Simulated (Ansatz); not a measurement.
**Nb2NOS MXene monolayer in a perpendicular field**

What dipole does a perpendicular field induce in the Nb2NOS MXene monolayer? A positive field points along +c.

Method: plane-wave DFT, PBE-D3(BJ), Ansatz PAW, in Ansatz 0.2.0.

Report form: the programs' logs are mostly left out.

## (1) The starting structure

The cell holds 5 atoms: 1 S, 2 Nb, 1 N and 1 O. Cell: a = 3.079 Å, b = 3.079 Å, c = 41.809 Å, α = 90.0°, β = 90.0°, γ = 120.0°. Vacuum lies along c.

Coordinates:

```cif
data_structure
_symmetry_space_group_name_H-M 'P 1'
_symmetry_Int_Tables_number 1
_cell_length_a 3.0791
_cell_length_b 3.0791
_cell_length_c 41.8086
_cell_angle_alpha 90.000
_cell_angle_beta 90.000
_cell_angle_gamma 120.000
_cell_volume 343.27
loop_
_atom_site_label
_atom_site_type_symbol
_atom_site_fract_x
_atom_site_fract_y
_atom_site_fract_z
_atom_site_occupancy
S1 S 0.33333 0.66667 0.43532 1
Nb2 Nb 0.66667 0.33333 0.47824 1
N3 N 0.00000 0.00000 0.50730 1
Nb4 Nb 0.33333 0.66667 0.53636 1
O5 O 0.66667 0.33333 0.56468 1
```

## (2) Relaxing the slab

The starting cell is a guess, so the in-plane lattice and the atoms are relaxed first, with the slab cut off from its images along the normal.

Input file input.yaml:

```yaml
crystal:
  lattice:
    - [3.079076, 0.0, 0.0]
    - [-1.539538, 2.6665580362, 0.0]
    - [0.0, 0.0, 41.8085715111]
  atoms:
    - { symbol: S, position: [0.3333333333, 0.6666666667, 0.4353174323] }
    - { symbol: Nb, position: [0.6666666667, 0.3333333333, 0.4782406484], spin: 1.0 }
    - { symbol: "N", position: [0.0, 0.0, 0.5072997937] }
    - { symbol: Nb, position: [0.3333333333, 0.6666666667, 0.5363589391], spin: 1.0 }
    - { symbol: O, position: [0.6666666667, 0.3333333333, 0.5646825677] }
  periodic: [true, true, false]
magnetization:
  spin_polarized: true
kpoints:
  mp_grid: { grid: [12, 12, 1] }
hamiltonian:
  xc: pbe
  dispersion: d3bj
scf:
  occupations: { method: fermi_dirac, width: 0.05 }
  convergence: { dr2_threshold: 1.0e-09 }
relax:
  f_tol: 0.004
  max_steps: 90
  cell: {}
output:
  write_potential: true
  write_density: true
  volumetric_format: npy
```

Launch:

```sh
ansatz run input.yaml --threads 2 --pin off --max-ram 3072MiB --backend cpu --events-out ev --progress --plain --runs-dir out
```

The job ended after 1.9 min (2 threads of Intel Xeon 6975P-C (Granite Rapids), shared host; peak memory 0.85 GiB).

Step by step:

```
step  energy less that of the first step (eV)  largest force component (eV/Å)  volume (Å³)
   1                                   0.0000                          1.5454       343.27
   2                                  -0.3372                          0.4633       363.44
   3                                  -0.3515                          0.2642       366.09
   4                                  -0.3531                          0.0798       366.49
   5                                  -0.3535                          0.0323       366.25
   6                                  -0.3536                          0.0008       366.06
  7*                                  -0.3665                          0.0011       366.06
   8                                  -0.3664                          0.0016       366.65
  9*                                  -0.3666                          0.0016       366.65
```

Relaxation steps marked * repeat the geometry before them on a plane-wave basis chosen anew for their cell, so energy and pressure can jump there.

The run keeps the 6 symmetry operations that it works with, so distortions that break them were not tested.

```
cell as run  before  after  change
      a (Å)   3.079  3.182  +3.3 %
      b (Å)   3.079  3.182  +3.3 %
```

The atoms that moved most (Å, along periodic axes as changes of fractional coordinates times the final cell, across vacuum about the mean position):

```
atom     dx     dy      dz  length
  O5  0.000  0.000  -0.189   0.189
  S1  0.000  0.000   0.175   0.175
 Nb4  0.000  0.000  -0.048   0.048
  N3  0.000  0.000   0.042   0.042
 Nb2  0.000  0.000   0.019   0.019
```

Final coordinates:

```xyz
5
Lattice="3.1822 0.0000 0.0000 -1.5911 2.7559 0.0000 0.0000 0.0000 41.8086" Properties=species:S:1:pos:R:3
S     0.0000    1.8373   18.3746
Nb    1.5911    0.9186   20.0140
N     0.0000    0.0000   21.2518
Nb    0.0000    1.8373   22.3769
O     1.5911    0.9186   23.4197
```

This step gave:

| Property | Result |
| --- | --- |
| energy at zero smearing | -10964.3334 eV |

The lattice constant a goes from 3.079 to 3.182 Å.

## (3) Single point, field 0

A sawtooth potential applies the field, turning back in the middle of the vacuum. With the dipole correction the typed value is the field outside the slab. The induced dipole is small, so the SCF threshold is tight.

The cell differs from the one that the last finished run ended in (c 41.809 → 23.045 Å).

Input file input.yaml:

```yaml
crystal:
  lattice:
    - [3.1822197156, 0.0, 0.0]
    - [-1.5911098578, 2.7558831141, 0.0]
    - [0.0, 0.0, 23.045066304]
  atoms:
    - { symbol: S, position: [0.3333333333, 0.6666666667, 0.3905391237] }
    - { symbol: Nb, position: [0.6666666667, 0.3333333333, 0.4616782212] }
    - { symbol: "N", position: [0.0, 0.0, 0.5153875829] }
    - { symbol: Nb, position: [0.3333333333, 0.6666666667, 0.564208872] }
    - { symbol: O, position: [0.6666666667, 0.3333333333, 0.6094608763] }
kpoints:
  mp_grid: { grid: [18, 18, 1] }
  band_path:
    path: [[0, 0, 0], [0.5, 0, 0], [0.33333333, 0.33333333, 0], [0, 0, 0]]
    npoints: 16
hamiltonian:
  xc: pbe
  dispersion: d3bj
scf:
  occupations: { method: fermi_dirac, width: 0.02585 }
  convergence: { dr2_threshold: 1.0e-10 }
efield:
  axis: 3
  dipole_correction: true
  ramp_position: 0.97
  ramp_width: 0.06
  amplitude: 0
output:
  dos: { projected: true, e_range: [-6, 5] }
  write_potential: true
  write_density: true
  volumetric_format: npy
  elf: true
```

Elapsed: 9.9 s, on 2 threads; peak memory 0.61 GiB.

Numbers from this step:

```
energy at zero smearing        : -10964.3333 eV
work function, upper face      : 5.478 eV
work function, lower face      : 5.421 eV
dipole along the normal        : -0.002767 e·Å
step between the vacuum levels : 0.05705 eV
```

Running mean over a fixed 2.7 Å (it still follows the layers) of the planar mean; the ramp of the sawtooth is left out. Electron's electrostatic potential energy less the Fermi level against z:

```
z (Å)  electron's electrostatic potential energy less the Fermi level (eV)
  3.5                                                                 5.42
  4.0                                                                 5.42
  4.5                                                                 5.42
  5.0                                                                 5.42
  5.5                                                                 5.41
  6.0                                                                 5.39
  6.5                                                                 5.26
  7.0                                                                 4.61
  7.5                                                                 2.69
  8.0                                                                0.263
  8.5                                                                -1.91
  9.0                                                                -5.10
  9.5                                                                -9.38
 10.0                                                                -11.6
 10.5                                                                -12.1
 11.0                                                                -12.9
 11.5                                                                -14.5
 12.0                                                                -14.9
 12.5                                                                -14.1
 13.0                                                                -13.3
 13.5                                                                -11.1
 14.0                                                                -7.77
 14.5                                                                -3.17
 15.0                                                                0.905
 15.5                                                                 3.71
 16.0                                                                 5.17
 16.5                                                                 5.43
 17.0                                                                 5.47
 17.5                                                                 5.48
 18.0                                                                 5.48
 18.5                                                                 5.48
 19.0                                                                 5.48
 19.5                                                                 5.48
 20.0                                                                 5.48
```

The density of states has structure finer than the step of the table below, so its rows give means over 0.2 eV, whole bins alone (the curve runs from -6 to 1.99 eV). Peaks (eV: height): -5.78: 6.84, -5.59: 9.43, -4.62: 13.9, -4.24: 8.06, -3.88: 6.46, 1.17: 6.91, 1.44: 7.08.

Table of density of states by energy, zero at the Fermi level; means over each step:

```
energy (eV)  density of states (states/eV a cell)
       -5.8                                  2.29
       -5.6                                  5.30
       -5.4                                  1.88
       -5.2                                  1.45
       -5.0                                  4.36
       -4.8                                  3.18
       -4.6                                  7.98
       -4.4                                  4.15
       -4.2                                  4.96
       -4.0                                  2.17
       -3.8                                  2.67
       -3.6                                  1.43
       -3.4                                  1.94
       -3.2                                  2.57
       -3.0                                  3.28
       -2.8                                  1.73
       -2.6                                  1.90
       -2.4                                  2.13
       -2.2                                  2.13
       -2.0                                  2.36
       -1.8                                  1.88
       -1.6                                  1.64
       -1.4                                  1.60
       -1.2                                  2.13
       -1.0                                  1.55
       -0.8                                  1.07
       -0.6                                  1.38
       -0.4                                  1.79
       -0.2                                  1.40
        0.0                                  1.42
        0.2                                  1.53
        0.4                                  1.45
        0.6                                  1.51
        0.8                                  2.47
        1.0                                  3.81
        1.2                                  5.82
        1.4                                  4.87
        1.6                                  3.10
        1.8                                  2.79
```

Projected DOS per atom over height of the atomic layer and energy from the Fermi level. Layers: S Nb N Nb O from below.

Ten even steps from '0' (0.04 states/eV) to '9' (3.14 states/eV), each cell a mean:
```
02030
03170
04180
01030
01020
01010
01010
00010
11010
11010
21000
32000
31000
41000
31001
21000
21003
22118
22129
42001
01123
00011
```
Columns: height of the atomic layer (Å) from 9 to 14.0 (not evenly spaced); rows upwards: energy from the Fermi level (eV) from -5.96 to 1.96.

Electronic bands along the path, in eV, zero at the Fermi level:

```
  point  band 18  band 19  band 20  band 21  band 22  band 23  band 24  band 25
      Γ    -3.05    -1.40    -1.40    -1.05    -1.05    -0.55     1.07     1.07
halfway    -3.94    -2.79    -2.00    -1.77     0.22     0.54     1.10     2.01
      M    -4.44    -3.04    -2.19    -2.04     0.84     1.36     1.46     2.51
halfway    -4.20    -3.67    -2.90    -1.21     0.78     1.00     1.59     2.44
      K    -4.34    -3.90    -3.50    -0.35     0.22     0.61     1.82     2.27
halfway    -3.81    -3.23    -2.40    -0.94    -0.65     1.24     1.54     1.80
      Γ    -3.05    -1.40    -1.40    -1.05    -1.05    -0.55     1.07     1.07
```

Electrostatic potential energy in the ca plane at fractional y = 0.333, with atoms of Nb and O within 0.2 Å of it. With pseudopotentials it is smooth inside the atoms' cores, unlike the true potential.

Values in eV, 5 rows by 16 columns, each cell a mean:
```
  6   6   6   6   6   4  -6 -38 -14  -2  -9  -5   6   7   6   6
  6   6   6   6   6   5 -13 -48 -25   0 -24 -25   6   7   6   6
  6   6   6   6   6   4  -6 -37 -14  -2 -10  -6   6   7   6   6
  6   6   6   6   6  -1  -2  -5  -2 -10  -9   3   6   6   6   6
  6   6   6   6   6  -1  -2  -4  -2 -10  -9   3   6   6   6   6
```
Columns run along c (16.0 Å, from fractional 0.14 to 0.84 of the cell; values clipped at the 3rd and 97th percentile), rows up along a (3.2 Å). Atoms in or near the plane, at fractional coordinates: Nb at (0.46, 0.67), O at (0.61, 0.67).

Valence density in the ca plane at fractional y = 0.333, with atoms of Nb and O within 0.2 Å of it. It is the smooth field of the valence electrons, not physical close to the nuclei.

Ten steps, logarithmic in the rise over the least value, from '0' (0.0 e/Å³) to '9' (6.9 e/Å³), each cell a mean:
```
00000000000001223345775433334554210000000000
00000000000000122358997532236897410000000000
00000000000000112368998532246998520000000000
00000000000000122357997532235887410000000000
00000000000001233345665433334554210000000000
00000000000001344443333444454322100000000000
00000000000012344443333444554321000000000000
00000000000001344443333444444332100000000000
```
Columns run along c (16.0 Å, from fractional 0.14 to 0.84 of the cell), rows up along a (3.2 Å). Atoms in or near the plane, at fractional coordinates: Nb at (0.46, 0.67), O at (0.61, 0.67).

ELF in the ca plane at fractional y = 0.333, with atoms of Nb and O within 0.2 Å of it. It is the smooth field of the valence electrons, not physical close to the nuclei.

Values, 5 rows by 16 columns, each cell a mean:
```
0.00 0.00 0.00 0.00 0.00 0.02 0.21 0.38 0.47 0.48 0.22 0.29 0.75 0.46 0.04 0.00
0.00 0.00 0.00 0.00 0.00 0.00 0.04 0.13 0.56 0.57 0.17 0.48 0.63 0.63 0.07 0.00
0.00 0.00 0.00 0.00 0.00 0.03 0.22 0.38 0.48 0.48 0.21 0.30 0.74 0.46 0.04 0.00
0.00 0.00 0.00 0.00 0.01 0.15 0.62 0.73 0.33 0.28 0.37 0.25 0.21 0.09 0.00 0.00
0.00 0.00 0.00 0.00 0.01 0.15 0.63 0.75 0.33 0.28 0.38 0.23 0.18 0.08 0.00 0.00
```
Columns run along c (16.0 Å, from fractional 0.08 to 0.77 of the cell), rows up along a (3.2 Å). Atoms in or near the plane, at fractional coordinates: Nb at (0.46, 0.67), O at (0.61, 0.67).

The work function of the upper face is 5.48 eV.

## (4) Atoms held, field 0.1 V/Å

Edit input.yaml of step 3 so:

```diff
@@ -27,5 +27,4 @@
   ramp_width: 0.06
-  amplitude: 0
+  amplitude: 0.1
 output:
-  dos: { projected: true, e_range: [-6, 5] }
   write_potential: true
@@ -33,2 +32 @@
   volumetric_format: npy
-  elf: true
```

Wall time 12 s (2 threads); peak memory 0.58 GiB.

The dipole is 0.0289 e·Å, 0.0316 e·Å from its value without field.

## (5) Single point, field -0.1 V/Å

Edit input.yaml of step 4 so:

```diff
@@ -27,3 +27,3 @@
   ramp_width: 0.06
-  amplitude: 0.1
+  amplitude: -0.1
 output:
```

Elapsed: 11 s, on 2 threads; peak memory 0.59 GiB.

The dipole is -0.0344 e·Å, -0.0316 e·Å from its value without field.

## (6) Response, atoms held

This step: plane-wave DFT, PBE-D3(BJ), Ansatz PAW; response to a field along the normal, atoms held (Ansatz 0.2.0).

The dipoles give the slope, and the difference of two potentials shows where the field is screened.

Numbers from this step:

```yaml
equivalent_conductor_thickness_p_eps_0ae: 6.527 Å
distance_between_the_outer_atoms: 5.045 Å
```

The dipole of the cell by applied field:

```
applied field (V/Å)  dipole of the cell (e·Å)
            -0.1000                   -0.0344
             0.0000                  -0.00277
             0.1000                    0.0289
```

Local field over the applied field, running mean. From the potentials at -0.1 and 0.1 V/Å; running mean over 2.5 Å. Local field over applied field against z:

```
z (Å)  local field over applied field
  4.5                           0.999
  5.0                           0.997
  5.5                           0.991
  6.0                           0.974
  6.5                           0.928
  7.0                           0.827
  7.5                           0.672
  8.0                           0.494
  8.5                           0.314
  9.0                           0.166
  9.5                          0.0770
 10.0                          0.0366
 10.5                          0.0188
 11.0                          0.0174
 11.5                          0.0188
 12.0                          0.0197
 12.5                          0.0352
 13.0                          0.0811
 13.5                           0.168
 14.0                           0.306
 14.5                           0.475
 15.0                           0.651
 15.5                           0.805
 16.0                           0.917
 16.5                           0.972
 17.0                           0.992
 17.5                           0.998
 18.0                           0.999
 18.5                           1.000
 19.0                           1.000
```

Electrons, planar mean, per unit field. Table of induced electron density by z:

```
z (Å)  induced electron density (e/Å³ per V/Å)
 4.03                                   1.1e-6
 4.46                                   3.1e-6
 4.90                                   8.7e-6
 5.19                                   1.7e-5
 5.62                                   4.8e-5
 6.05                                   1.3e-4
 6.48                                   3.3e-4
 6.91                                   8.0e-4
 7.20                                  0.00138
 7.63                                  0.00276
 8.07                                  0.00375
 8.50                                  0.00227
 8.93                                   8.9e-4
 9.36                                   8.4e-4
 9.65                                  -2.9e-5
10.08                                  -8.1e-4
10.51                                   5.6e-4
10.95                                   2.6e-4
11.38                                   2.1e-4
11.67                                   2.5e-6
12.10                                  -3.7e-4
12.53                                  -2.6e-4
12.96                                  -3.3e-4
13.39                                  -1.7e-4
13.68                                 -0.00162
14.12                                 -0.00166
14.55                                 -0.00350
14.98                                 -0.00290
15.41                                 -0.00137
15.84                                  -5.4e-4
16.13                                  -2.8e-4
16.56                                  -9.7e-5
17.00                                  -3.2e-5
17.43                                  -1.0e-5
17.86                                  -3.4e-6
18.15                                  -1.6e-6
18.58                                  -5.2e-7
19.01                                  -1.7e-7
```

By hand: between -0.1 and 0.1 V/Å the dipole changes by 0.06326 e·Å, a slope of 0.3163 e·Å²/V. A perfect conductor of thickness t has p = ε₀AEt, so t = 180.95 × 0.3163 / 8.770 = 6.53 Å (e/ε₀ = 180.95 V·Å, A in Å²).

The induced dipole is that of a conductor 6.53 Å thick.

## (7) Outcome

| Property | Result |
| --- | --- |
| gap without field | none |
| work function, upper face | 5.48 eV |
| step between the vacuum levels | 0.0570 eV |
| equivalent conductor thickness, atoms held | 6.53 Å |

What this shows: The induced dipole equals that of a perfect conductor 6.53 Å thick, while the outer atoms lie 5.05 Å apart. The two faces differ: the vacuum level above lies 0.06 eV higher than the one below. There is no gap over 0.03 eV, with or without the field. The first relaxation ran with spin and lost its moment, and the later runs have none; other magnetic states were not tried. Spin-orbit coupling is left out. The MXene's terminations sit over the metal atoms of its far layer; the site over carbon or nitrogen, which some compounds prefer, was not run.

[Logs are printed without paths, hosts, clocks, repeated set-up lines and the standing remarks that a program may print on its own settings, such as how far it seeks lower states.]

[Hosts, paths, dates, database ids (printed as entryN), source tags and the programs' standing remarks are cut or masked in the printed files.]

[Maps of the electrostatic potential energy from Ansatz leave out the sawtooth potential of an applied field or a dipole correction, so their vacuum need not be flat; planar profiles and work functions include it.]

[The density of states shown here was stored with 400 of the rows of the run's finer table, so its peaks can read low, often by over a quarter, or be missed, and its means over a window can be off by a tenth or more.]
